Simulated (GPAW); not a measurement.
## Pd: optical spectrum from first principles

Aim: the dielectric function of Pd, and the optical constants that follow from it.

Method: DFT, PBE, plane-wave PAW (GPAW data sets), scalar-relativistic, RPA, optical limit, in GPAW 26.7.0.

**1. The structure**

It takes space group Fm-3m (No. 225, cubic). The conventional cell has a = 3.893 Å, b = 3.893 Å, c = 3.893 Å, α = 90.00°, β = 90.00°, γ = 90.00°. Nearest to Pd lie 12 Pd at 2.75 Å.

As a file:

```
Pd
1.0
     0.00000    1.94650    1.94650
     1.94650    0.00000    1.94650
     1.94650    1.94650    0.00000
Pd
1
Direct
  0.00000 0.00000 0.00000
```

**2. Ground state**

The self-consistent density comes first; it also tells whether there is a gap, which decides the occupations and the need for a Drude term.

This step: DFT, PBE, plane-wave PAW (GPAW data sets), scalar-relativistic, ground state (GPAW 26.7.0).

Input file gs.py:

```python
from ase import Atoms
from ase.dft.bandgap import bandgap
from gpaw import GPAW, PW, FermiDirac

atoms = Atoms(['Pd'],
              cell=[[0.000000000000, 1.946500000000, 1.946500000000],
                    [1.946500000000, 0.000000000000, 1.946500000000],
                    [1.946500000000, 1.946500000000, 0.000000000000]],
              scaled_positions=[[0.000000000000, 0.000000000000, 0.000000000000]],
              pbc=[True, True, True])
atoms.calc = GPAW(mode=PW(500), xc='PBE', kpts={'size': (10, 10, 10), 'gamma': True},
                  occupations=FermiDirac(0.05), maxiter=150, txt='gs.txt')
print('energy (eV)', atoms.get_potential_energy())
print('Fermi level (eV)', atoms.calc.get_fermi_level())
print('valence electrons', atoms.calc.get_number_of_electrons())
print('gap (eV)', bandgap(atoms.calc, output=None)[0])
print('direct gap (eV)', bandgap(atoms.calc, direct=True, output=None)[0])
atoms.calc.write('gs.gpw')
```

Command:

```
$ OMP_NUM_THREADS=1 python gs.py
```

Numbers of over 12 decimals in the logs are rounded to 6 here.

Log:

```text
__  _  _
 | _ |_)|_||  |
 |__||  | ||/\| - 26.7.0

Versions:
  Python: 3.12.14
  ASE:    3.29.0
  Numpy:  2.5.5
  Scipy:  1.18.1
  Libxc:  7.0.0

Input parameters:
  mode=PW(ecut=500.0),
  kpts=MonkhorstPack(size=(10, 10, 10), gamma=True),
  maxiter=150,
  occupations=Occupations(name='fermi-dirac', width=0.05, fixmagmom=False),
  xc=XC(name='PBE')

Diagonalizing LCAO Hamiltonian
Converting LCAO to pw mode

       Pd

Atoms  # Å, Bohr magnetons
|   | symbol |        x |        y |        z |    initial magnetic moments |
| 0 |     Pd | 0.000000 | 0.000000 | 0.000000 | ( 0.0000,  0.0000,  0.0000) |

Unit cell  # Å
| periodic |        x |        y |        z |  lengths |    angles |
|      yes | 0.000000 | 1.946500 | 1.946500 | 2.752767 | 60.000000 |
|      yes | 1.946500 | 0.000000 | 1.946500 | 2.752767 | 60.000000 |
|      yes | 1.946500 | 1.946500 | 0.000000 | 2.752767 | 60.000000 |

Number of symmetries: 48
Symmetry operations  # r_c * U_cc + t_c -> r_c
|    | kind |            matrix            |
|  0 |  σ   |  1, 0, 0,  1, 0,-1,  1,-1, 0 |
|  1 |  C2  |  1, 0, 0,  1,-1, 0,  1, 0,-1 |
|  2 |  E   |  1, 0, 0,  0, 1, 0,  0, 0, 1 |
|  3 |  σ   |  1, 0, 0,  0, 0, 1,  0, 1, 0 |
|  4 |  C4  |  1, 0,-1,  1, 0, 0,  1,-1, 0 |
|  5 |  S6  |  1, 0,-1,  1,-1, 0,  1, 0, 0 |
|  6 |  σ   |  1, 0,-1,  0, 1,-1,  0, 0,-1 |
|  7 |  C3  |  1, 0,-1,  0, 0,-1,  0, 1,-1 |
|  8 |  S6  |  1,-1, 0,  1, 0, 0,  1, 0,-1 |
|  9 |  C4  |  1,-1, 0,  1, 0,-1,  1, 0, 0 |
| 10 |  C3  |  1,-1, 0,  0,-1, 1,  0,-1, 0 |
| 11 |  σ   |  1,-1, 0,  0,-1, 0,  0,-1, 1 |
| 12 |  σ   |  0, 1, 0,  1, 0, 0,  0, 0, 1 |
| 13 |  C4  |  0, 1, 0,  0, 1,-1, -1, 1, 0 |
| 14 |  C3  |  0, 1, 0,  0, 0, 1,  1, 0, 0 |
| 15 |  S6  |  0, 1, 0, -1, 1, 0,  0, 1,-1 |
| 16 |  C2  |  0, 1,-1,  1, 0,-1,  0, 0,-1 |
| 17 |  σ   |  0, 1,-1,  0, 1, 0, -1, 1, 0 |
| 18 |  S4  |  0, 1,-1,  0, 0,-1,  1, 0,-1 |
| 19 |  C4  |  0, 1,-1, -1, 1, 0,  0, 1, 0 |
| 20 |  C3  |  0, 0, 1,  1, 0, 0,  0, 1, 0 |
| 21 |  σ   |  0, 0, 1,  0, 1, 0,  1, 0, 0 |
| 22 |  S6  |  0, 0, 1,  0,-1, 1, -1, 0, 1 |
| 23 |  C4  |  0, 0, 1, -1, 0, 1,  0,-1, 1 |
| 24 |  S4  |  0, 0,-1,  1, 0,-1,  0, 1,-1 |
| 25 |  C3  |  0, 0,-1,  0, 1,-1,  1, 0,-1 |
| 26 |  C2  |  0, 0,-1,  0,-1, 0, -1, 0, 0 |
| 27 |  S6  |  0, 0,-1, -1, 0, 0,  0,-1, 0 |
| 28 |  S4  |  0,-1, 1,  1,-1, 0,  0,-1, 0 |
| 29 |  C4  |  0,-1, 1,  0, 0, 1, -1, 0, 1 |
| 30 |  C2  |  0,-1, 1,  0,-1, 0,  1,-1, 0 |
| 31 |  σ   |  0,-1, 1, -1, 0, 1,  0, 0, 1 |
| 32 |  C3  |  0,-1, 0,  1,-1, 0,  0,-1, 1 |
| 33 |  S6  |  0,-1, 0,  0, 0,-1, -1, 0, 0 |
| 34 |  S4  |  0,-1, 0,  0,-1, 1,  1,-1, 0 |
| 35 |  C2  |  0,-1, 0, -1, 0, 0,  0, 0,-1 |
| 36 |  C2  | -1, 1, 0,  0, 1, 0,  0, 1,-1 |
| 37 |  S6  | -1, 1, 0,  0, 1,-1,  0, 1, 0 |
| 38 |  S4  | -1, 1, 0, -1, 0, 1, -1, 0, 0 |
| 39 |  C3  | -1, 1, 0, -1, 0, 0, -1, 0, 1 |
| 40 |  S6  | -1, 0, 1,  0, 0, 1,  0,-1, 1 |
| 41 |  C2  | -1, 0, 1,  0,-1, 1,  0, 0, 1 |
| 42 |  C3  | -1, 0, 1, -1, 1, 0, -1, 0, 0 |
| 43 |  S4  | -1, 0, 1, -1, 0, 0, -1, 1, 0 |
| 44 |  C2  | -1, 0, 0,  0, 0,-1,  0,-1, 0 |
| 45 |  i   | -1, 0, 0,  0,-1, 0,  0, 0,-1 |
| 46 |  σ   | -1, 0, 0, -1, 1, 0, -1, 0, 1 |
| 47 |  C2  | -1, 0, 0, -1, 0, 1, -1, 1, 0 |

BZ-sampling:
  Number of BZ points: 1000
  Number of IBZ points: 47

  Monkhorst-Pack size: [10, 10, 10]
  Monkhorst-Pack shift: [0.05, 0.05, 0.05]

K-points  # in reciprocal-cell coordinates
|     |                                coordinates |     weight |
|   0 | (  0.00000000,   0.00000000,   0.00000000) | 0.00100000 |
|   1 | (  0.10000000,   0.10000000,   0.00000000) | 0.00600000 |
|   2 | (  0.10000000,   0.10000000,   0.10000000) | 0.00800000 |
|   3 | (  0.20000000,   0.10000000,   0.10000000) | 0.01200000 |
|   4 | (  0.20000000,   0.20000000,   0.00000000) | 0.00600000 |
|   5 | (  0.20000000,   0.20000000,   0.10000000) | 0.02400000 |
|   6 | (  0.20000000,   0.20000000,   0.20000000) | 0.00800000 |
|   7 | (  0.30000000,   0.20000000,   0.10000000) | 0.02400000 |
|   8 | (  0.30000000,   0.20000000,   0.20000000) | 0.02400000 |
|   9 | (  0.30000000,   0.30000000,   0.00000000) | 0.00600000 |
| ... |                                            |            |
|  46 | (  0.50000000,   0.50000000,   0.50000000) | 0.00400000 |

Plane wave coefficients: 388
Cutoff: 500.0 eV

Spin-components: 1 (collinear spins)
Bands:           12
Projectors:      6
Spin-degeneracy: 2
Datatype:        complex128

Parallelization:
  kpt:    1
  domain: 1
  band:   1

Density:
  Valence electrons: 16.0
  Components: 1
  Grid points: [15 15 15]
  Charge: 0.0  # |e|

Potential:
  Grid points: [15 15 15]

species:
  Pd:
    name:    Palladium
    id:
    Z:       46.0
    valence: 16
    core:    30
    charge:  0.0  # [|e|]
    compensation charges:
      type: gauss
      rc: 0.38  # [Å]
      lmax: 2
    cutoffs:
      filter: 2.38  # [Å]
      core: 2.28  # [Å]
    projectors
    | kind |    occ | energy [eV] | rcut [Å] |
    |   5s |  0.000 |      -3.315 |    1.228 |
    |   4p |  6.000 |     -51.209 |    1.360 |
    |   5p |  0.000 |      -0.314 |    1.360 |
    |   4d | 10.000 |      -4.047 |    1.228 |
    |    s |        |      23.896 |    1.228 |
    |    d |        |      23.165 |    1.228 |

    Using partial waves for Pd as LCAO basis

Reference energy: -137227.490718  # eV

eigensolver:
  PPCG
  Converge bands: occupied
  niter=2

density mixing:
  MSR1-Mixer
  Pratt-step length: 0.05
  Maximum mixing coefficient: 0.75
  Old densities: 10
  SVD Regularization: 0.005
  Good broyden scale: 1.0
  Trust region scale: 1.0
  Backstep threshold: 4.0
  History deletion threshold: 6.0
  Fourier metric: weight=20.0, sigma=0.015

occupation numbers:
  Fermi-Dirac:
    width: 0.0500  # eV

poisson solver:
  ecut: 4000.0  # eV

xc functional:
  name: PBE with 2 nearest neighbor stencil

convergence criteria:
- Maximum [total energy] change in last 3 cyles: 0.0005 eV / valence electron
- Maximum integral of absolute [dens]ity change: 0.0001 electrons / valence electron
- Maximum integral of absolute [eigenst]ate change: 4e-08 eV^2 / valence electron
maximum number of iterations: 150

SCF iterations
|iter     |      energy | eigst |  dens |
|iter:   1||   -4.826719 | +0.21 |       |
|iter:   2||   -4.598567 | -2.01 | -0.99 |
|iter:   3||   -3.891139 | -0.92 | -1.04 |
|iter:   4||   -3.881847 | -2.81 | -2.02 |
|iter:   5||   -3.878709 | -3.29 | -2.17 |
|iter:   6||   -3.878714c| -5.73 | -3.62 |
|iter:   7||   -3.878715c| -6.84 | -4.04c|
|iter:   8||   -3.878715c| -7.64c| -4.82c|

Converged in 8 steps
SCF loop duration: 2.863 s (0.358 s/step)
Energy contributions relative to reference atoms: (reference = -137227.490718)

Energy contributions:
  Kinetic:          -1.520285
  Coulomb:          -2.876914
  Zero:             -0.151772
  External:          0.000000
  Xc:                0.677684
  Entropy:          -0.014858
  Spinorbit:         0.000000
  ----------------------------
  Free energy:      -3.886144
  Extrapolated:     -3.878715

dipole moment: (-11.550129, -11.550129, -11.550129)  # |e|*Ang

Fermi level: 9.518
Eigenvalues  # (at kpt = [0.000, 0.000, 0.000])
| band index |      eig [eV] | occ [0-2] |
|          0 |       -40.163 |     2.000 |
|          1 |       -40.163 |     2.000 |
|          2 |       -40.163 |     2.000 |
|          3 |         2.360 |     2.000 |
|          4 |         6.667 |     2.000 |
|          5 |         6.667 |     2.000 |
|          6 |         6.667 |     2.000 |
|          7 |         8.274 |     2.000 |
|          8 |         8.274 |     2.000 |
|          9 |        27.242 |     0.000 |
|         10 |        31.988 |     0.000 |
|         11 |        31.988 |     0.000 |

No gap
No difference between direct/indirect transitions

--- standard output ---
energy (eV) -3.878715
Fermi level (eV) 9.518053
valence electrons 16.0
gap (eV) 0.0
direct gap (eV) 0.0
```

It took 4.3 s on 1 thread of Arm Neoverse V2, shared host; peak memory 0.12 GiB.

This step gave:

```
energy       : -3.879 eV
Fermi energy : 9.518 eV
electrons    : 16
```

There are states at the Fermi level within the smearing, so the occupations stay smeared and the carriers get a Drude term.

**3. Bands for the response**

At the fixed density, many empty bands are solved on the mesh of the response, since the spectrum sums over them.

This step: DFT, PBE, plane-wave PAW (GPAW data sets), scalar-relativistic, bands at fixed density (GPAW 26.7.0).

Input file nscf.py:

```python
from ase.dft.bandgap import bandgap
from gpaw import GPAW, FermiDirac

calc = GPAW('gs.gpw').fixed_density(kpts={'size': (19, 19, 19), 'gamma': True}, nbands=25, convergence={'bands': 19},
                                    occupations=FermiDirac(0.05), txt='nscf.txt')
print('gap (eV)', bandgap(calc, output=None)[0])
print('direct gap (eV)', bandgap(calc, direct=True, output=None)[0])
print('top band over the Fermi level (eV)', min(calc.get_eigenvalues(kpt=k)[18] for k in range(len(calc.get_ibz_k_points()))) - calc.get_fermi_level())
calc.write('full.gpw', mode='all')
```

Command:

```
$ OMP_NUM_THREADS=1 python nscf.py
```

Log:

```text
Diagonalizing LCAO Hamiltonian
Converting LCAO to pw mode
convergence criteria:
- Maximum integral of absolute [eigenst]ate change: 4e-08 eV^2 / valence electron
maximum number of iterations: 150

SCF iterations
|iter     |      energy | eigst |  dens |
|iter:   1||             | +3.01 |       |
|iter:   2||             | +1.03 |       |
|iter:   3||             | -0.94 |       |
|iter:   4||             | -3.00 |       |
|iter:   5||             | -4.70 |       |
|iter:   6||             | -6.46 |       |
|iter:   7||             | -7.42c|       |
SCF steps: 7
  __  _  _
 | _ |_)|_||  |
 |__||  | ||/\| - 26.7.0

Versions:
  Python: 3.12.14
  ASE:    3.29.0
  Numpy:  2.5.5
  Scipy:  1.18.1
  Libxc:  7.0.0

Input parameters:
  mode=PW(ecut=500.0),
  convergence={'bands': 19},
  gpts=array([15, 15, 15]),
  kpts=MonkhorstPack(size=(19, 19, 19), gamma=True),
  maxiter=150,
  nbands=25,
  occupations=Occupations(name='fermi-dirac', width=0.05, fixmagmom=False),
  parallel={},
  xc=XC(name='PBE')

--- standard output ---
gap (eV) 0.0
direct gap (eV) 0.0
top band over the Fermi level (eV) 32.625160
```

It took 26 s on 1 thread; peak memory 0.18 GiB.

**4. Dielectric function, RPA**

Transitions between filled and empty bands, summed over the zone, give the optical response, so mesh, band count and broadening shape it.

The induced potential is part of this response.

This step: DFT, PBE, plane-wave PAW (GPAW data sets), scalar-relativistic, RPA, optical limit (GPAW 26.7.0).

Input file df.py:

```python
from gpaw.response.df import DielectricFunction

df = DielectricFunction('full.gpw', frequencies={'type': 'nonlinear', 'domega0': 0.03, 'omega2': 8},
                        ecut=50,
                        eta=0.15,
                        nbands=19,
                        rate=0.05,
                        txt='df.txt')
for direction in ['x']:
    df.get_dielectric_function(xc='RPA', direction=direction, filename=f'df_{direction}.csv')
```

Command:

```
$ OMP_NUM_THREADS=1 python df.py
```

Log:

```text
Using integrator: PointIntegrator
NonLinearFrequencyDescriptor(from 0.000 to 91.912 eV, 533 points)
Nonperiodic BCs:  [False False False]
Using integrator: PointIntegrator
NonLinearFrequencyDescriptor(from 0.000 to 91.912 eV, 533 points)
Nonperiodic BCs:  [False False False]
Using integrator: PointIntegrator

Calculating chi0 body with:
    Ground state adapter containing:
    Number of spins: 1
    Number of kpoints: 6859
    Number of irreducible kpoints: 220
    Number of completely occupied states: 5
    Number of partially occupied states: 9

    Linear response parametrization:
    q_c: [0.0, 0.0, 0.0]
    Number of frequency points: 533
    Planewave cutoff: 50.0
    Number of bands: 19
    Number of planewaves: 15
    Broadening (eta): 0.15

Integrating chi0 body.

Symmetries of q_c:
    Direct symmetries (Uq -> q): 48
    Indirect symmetries (TUq -> q): 0
In total 48 allowed symmetries.

220 groups of equivalent kpoints. 96.792535% reduction.

Integral kind: spectral function

Calculating chi0 optical extensions with:
    Ground state adapter containing:
    Number of spins: 1
    Number of kpoints: 6859
    Number of irreducible kpoints: 220
    Number of completely occupied states: 5
    Number of partially occupied states: 9

    Linear response parametrization:
    Number of frequency points: 533
    Planewave cutoff: 50.0
    Number of bands: 19
    Number of planewaves: 15
    Broadening (eta): 0.15
Integrating chi0 head and wings.

Symmetries of q_c:
    Direct symmetries (Uq -> q): 48
    Indirect symmetries (TUq -> q): 0
In total 48 allowed symmetries.

220 groups of equivalent kpoints. 96.792535% reduction.

Integral kind: spectral function wings

Calculating drude chi0 with:
    Number of frequency points:533
    Plasma frequency decay rate: 0.05 eV

    Ground state adapter containing:
    Number of spins: 1
    Number of kpoints: 6859
    Number of irreducible kpoints: 220
    Number of completely occupied states: 5
    Number of partially occupied states: 9

Symmetries of q_c:
    Direct symmetries (Uq -> q): 48
    Indirect symmetries (TUq -> q): 0
In total 48 allowed symmetries.

220 groups of equivalent kpoints. 96.792535% reduction.

Integral kind: intraband
Plasma frequency:
[[7.33-0.j 0.  +0.j 0.  -0.j]
 [0.  +0.j 7.33-0.j 0.  -0.j]
 [0.  -0.j 0.  -0.j 7.33-0.j]]
```

Run time: 7.6 s. Hardware: 1 thread; peak memory 0.19 GiB.

Some rows of df_x.csv (energy; Re and Im without local fields; Re and Im with them):

```text
0.000000, 21627.544248, -0.000000, 21627.346747, -0.000000
0.460735, -205.170490, 130.295861, -205.248562, 130.227924
0.943989, -56.981514, 49.265993, -57.045624, 49.223409
1.451455, -29.203114, 31.254879, -29.249291, 31.217861
1.984998, -18.593336, 16.608223, -18.635285, 16.573456
2.546682, -13.220402, 13.520894, -13.251137, 13.497442
3.138794, -8.671828, 7.458440, -8.712584, 7.433615
3.763875, -6.587260, 7.020991, -6.615650, 7.002169
4.424758, -3.468371, 4.682963, -3.499000, 4.667800
5.124608, -3.671246, 3.988952, -3.701700, 3.974375
5.866977, -2.526367, 3.345211, -2.552552, 3.330633
6.655862, -1.690325, 1.999366, -1.717266, 1.984955
7.495775, -0.978457, 1.565657, -1.005823, 1.562251
8.391833, 0.240715, 1.479871, 0.221515, 1.480585
9.349861, 0.479558, 1.593876, 0.451828, 1.597735
10.376517, 0.247030, 1.871479, 0.188069, 1.891745
11.479449, 0.533326, 1.754557, 0.446001, 1.784291
12.667487, 0.652027, 1.773774, 0.545444, 1.751933
13.950874, 0.639679, 1.862910, 0.565759, 1.790361
```

Sum at mesh points, not converged in k. The Im ε, E ∥ x by photon energy; read off at these points:

photon energy (eV), Im ε, E ∥ x and a bar:
```
      0.5        118 ##############################
      1.0         45 ###########
      1.5         30 #######
      2.0         16 ####
      2.5         14 ###
      3.0          9 ##
      3.5          8 ##
      4.0          5 #
      4.5          5 #
      5.0          4 #
      5.5          4 #
      6.0          3 
      6.5          2 
      7.0          2 
      7.5          2 
      8.0          1 
      8.5          2 
      9.0          2 
      9.5          2 
     10.0          2 
     10.5          2 
     11.0          2 
     11.5          2 
     12.0          2 
     12.5          2 
     13.0          2 
     13.5          2
```

Values under 1 per cm are given as 1; sum at mesh points, not converged in k. The absorption coefficient, E ∥ x by photon energy:

| photon energy (eV) | absorption coefficient, E ∥ x (1/cm) |
| --- | --- |
| 0.492 | 7.0e5 |
| 1.010 | 7.9e5 |
| 1.486 | 8.9e5 |
| 1.985 | 9.4e5 |
| 2.508 | 1.0e6 |
| 3.018 | 1.0e6 |
| 3.510 | 1.0e6 |
| 3.980 | 1.1e6 |
| 4.516 | 9.6e5 |
| 4.981 | 1.2e6 |
| 5.515 | 1.1e6 |
| 6.021 | 1.1e6 |
| 6.494 | 1.1e6 |
| 6.985 | 9.8e5 |
| 7.496 | 9.1e5 |
| 8.026 | 7.6e5 |
| 8.516 | 7.2e5 |
| 9.023 | 8.4e5 |
| 9.483 | 7.7e5 |
| 10.026 | 8.8e5 |
| 10.519 | 8.8e5 |
| 11.029 | 9.3e5 |
| 11.479 | 9.7e5 |
| 12.023 | 1.0e6 |
| 12.504 | 1.0e6 |
| 13.000 | 1.0e6 |
| 13.512 | 1.1e6 |

Sum at mesh points, not converged in k. Table of reflectivity at normal incidence, E ∥ x by photon energy; read off at these points:

| photon energy (eV) | reflectivity at normal incidence, E ∥ x (%) |
| --- | --- |
| 0.5 | 92.4 |
| 1.0 | 84.7 |
| 1.5 | 78.5 |
| 2.0 | 75.7 |
| 2.5 | 70.2 |
| 3.0 | 70.3 |
| 3.5 | 60.3 |
| 4.0 | 63.1 |
| 4.5 | 49.2 |
| 5.0 | 56.9 |
| 5.5 | 50.9 |
| 6.0 | 50.1 |
| 6.5 | 51.5 |
| 7.0 | 42.7 |
| 7.5 | 37.2 |
| 8.0 | 25.0 |
| 8.5 | 14.9 |
| 9.0 | 16.5 |
| 9.5 | 13.1 |
| 10.0 | 13.9 |
| 10.5 | 15.2 |
| 11.0 | 13.9 |
| 11.5 | 13.7 |
| 12.0 | 13.4 |
| 12.5 | 13.6 |
| 13.0 | 12.5 |
| 13.5 | 12.7 |

Sum at mesh points, not converged in k. Table of Im ε, E ∥ x by photon energy; read off at these points:

| photon energy (eV) | without local fields | with local fields |
| --- | --- | --- |
| 0.5 | 118 | 118 |
| 1.0 | 45.3 | 45.3 |
| 1.5 | 29.8 | 29.8 |
| 2.0 | 16.4 | 16.3 |
| 2.5 | 14.1 | 14.1 |
| 3.0 | 8.58 | 8.56 |
| 3.5 | 7.54 | 7.52 |
| 4.0 | 5.18 | 5.16 |
| 4.5 | 4.81 | 4.80 |
| 5.0 | 4.45 | 4.43 |
| 5.5 | 3.60 | 3.59 |
| 6.0 | 3.32 | 3.31 |
| 6.5 | 2.02 | 2.01 |
| 7.0 | 1.85 | 1.84 |
| 7.5 | 1.56 | 1.56 |
| 8.0 | 1.38 | 1.37 |
| 8.5 | 1.63 | 1.64 |
| 9.0 | 1.88 | 1.89 |
| 9.5 | 1.73 | 1.74 |
| 10.0 | 1.97 | 2.00 |
| 10.5 | 1.63 | 1.64 |
| 11.0 | 1.82 | 1.84 |
| 11.5 | 1.73 | 1.76 |
| 12.0 | 1.85 | 1.85 |
| 12.5 | 1.77 | 1.74 |
| 13.0 | 1.69 | 1.65 |
| 13.5 | 1.86 | 1.80 |

The loss function −Im 1/ε at q → 0, E ∥ x has structure finer than the step of the table below, so its rows give means over 0.25 eV, whole bins alone (the curve runs from 0.305 to 14.0 eV). Peaks (eV: height): 8.208: 0.741, 9.218: 0.616, 10.519: 0.603.

Sum at mesh points, not converged in k. Loss function −Im 1/ε at q → 0, E ∥ x against energy loss; means over each step:

| energy loss (eV) | loss function −Im 1/ε at q → 0, E ∥ x |
| --- | --- |
| 0.50 | 0.00262 |
| 0.75 | 0.00566 |
| 1.00 | 0.00963 |
| 1.25 | 0.0149 |
| 1.50 | 0.0176 |
| 1.75 | 0.0207 |
| 2.00 | 0.0275 |
| 2.25 | 0.0359 |
| 2.50 | 0.0385 |
| 2.75 | 0.0433 |
| 3.00 | 0.0494 |
| 3.25 | 0.0661 |
| 3.50 | 0.0786 |
| 3.75 | 0.0763 |
| 4.00 | 0.0862 |
| 4.25 | 0.115 |
| 4.50 | 0.143 |
| 4.75 | 0.125 |
| 5.00 | 0.121 |
| 5.25 | 0.146 |
| 5.50 | 0.165 |
| 5.75 | 0.180 |
| 6.00 | 0.180 |
| 6.25 | 0.192 |
| 6.50 | 0.236 |
| 6.75 | 0.300 |
| 7.00 | 0.341 |
| 7.25 | 0.399 |
| 7.50 | 0.462 |
| 7.75 | 0.576 |
| 8.00 | 0.672 |
| 8.25 | 0.722 |
| 8.50 | 0.604 |
| 8.75 | 0.578 |
| 9.00 | 0.534 |
| 9.25 | 0.595 |
| 9.50 | 0.533 |
| 9.75 | 0.512 |
| 10.00 | 0.461 |
| 10.25 | 0.477 |
| 10.50 | 0.577 |
| 10.75 | 0.514 |
| 11.00 | 0.503 |
| 11.25 | 0.498 |
| 11.50 | 0.520 |
| 11.75 | 0.494 |
| 12.00 | 0.493 |
| 12.25 | 0.494 |
| 12.50 | 0.526 |
| 12.75 | 0.527 |
| 13.00 | 0.546 |
| 13.25 | 0.515 |
| 13.50 | 0.495 |
| 13.75 | 0.508 |

At chosen wavelengths:

| wavelength (nm) | n | k | R (%) | 1/α |
| --- | --- | --- | --- | --- |
| 1064 | 2.70 | 6.701 | 81.6 | 13 nm |
| 800 | 2.46 | 5.793 | 78.4 | 11 nm |
| 450 | 1.41 | 3.638 | 70.4 | 9.8 nm |
| 365 | 1.29 | 2.842 | 61.3 | 10 nm |
| 308 | 0.99 | 2.566 | 62.5 | 9.6 nm |
| 248 | 0.98 | 2.270 | 56.9 | 8.7 nm |
| 193 | 0.65 | 1.670 | 52.8 | 9.2 nm |

In reflection the computed colour is light grey: x = 0.319, y = 0.330, luminous reflectivity 72 %.

**5. Outcome**

**Reading.** At this level (PBE, RPA) Pd is a metal. The mesh is too coarse to trust the carriers' weight, the reflectivity or the colour to better than tens of per cent. In reflection the computed colour is light grey: x = 0.319, y = 0.330, luminous reflectivity 72 %. The carriers' damping of 0.05 eV is typed, not computed; it shapes the response at the lowest energies. In this version of GPAW the matrix elements of the optical limit are incomplete, which can lower ε − 1 by up to a tenth where first-row anions or d states rule, and shift it by more in d metals. GPAW's carrier term has the form −ωp²/(ω + i·rate)², which damps like twice the rate and fails at low energy, so the curves leave the lowest energies out. The sum runs over mesh points 0.15 Å⁻¹ apart with no interpolation, so peaks are partly noise of the mesh, and the Drude plasma energy, a sum over the Fermi surface, isn't converged.

[Machine, clock and banner lines and Python warnings are left out of the logs.]

[Logs are printed without paths, hosts, clocks, repeated set-up lines and the standing remarks that a program may print on its own settings, such as how far it seeks lower states.]

[Hosts, paths, dates, database ids (printed as entryN), source tags and the programs' standing remarks are cut or masked in the printed files.]
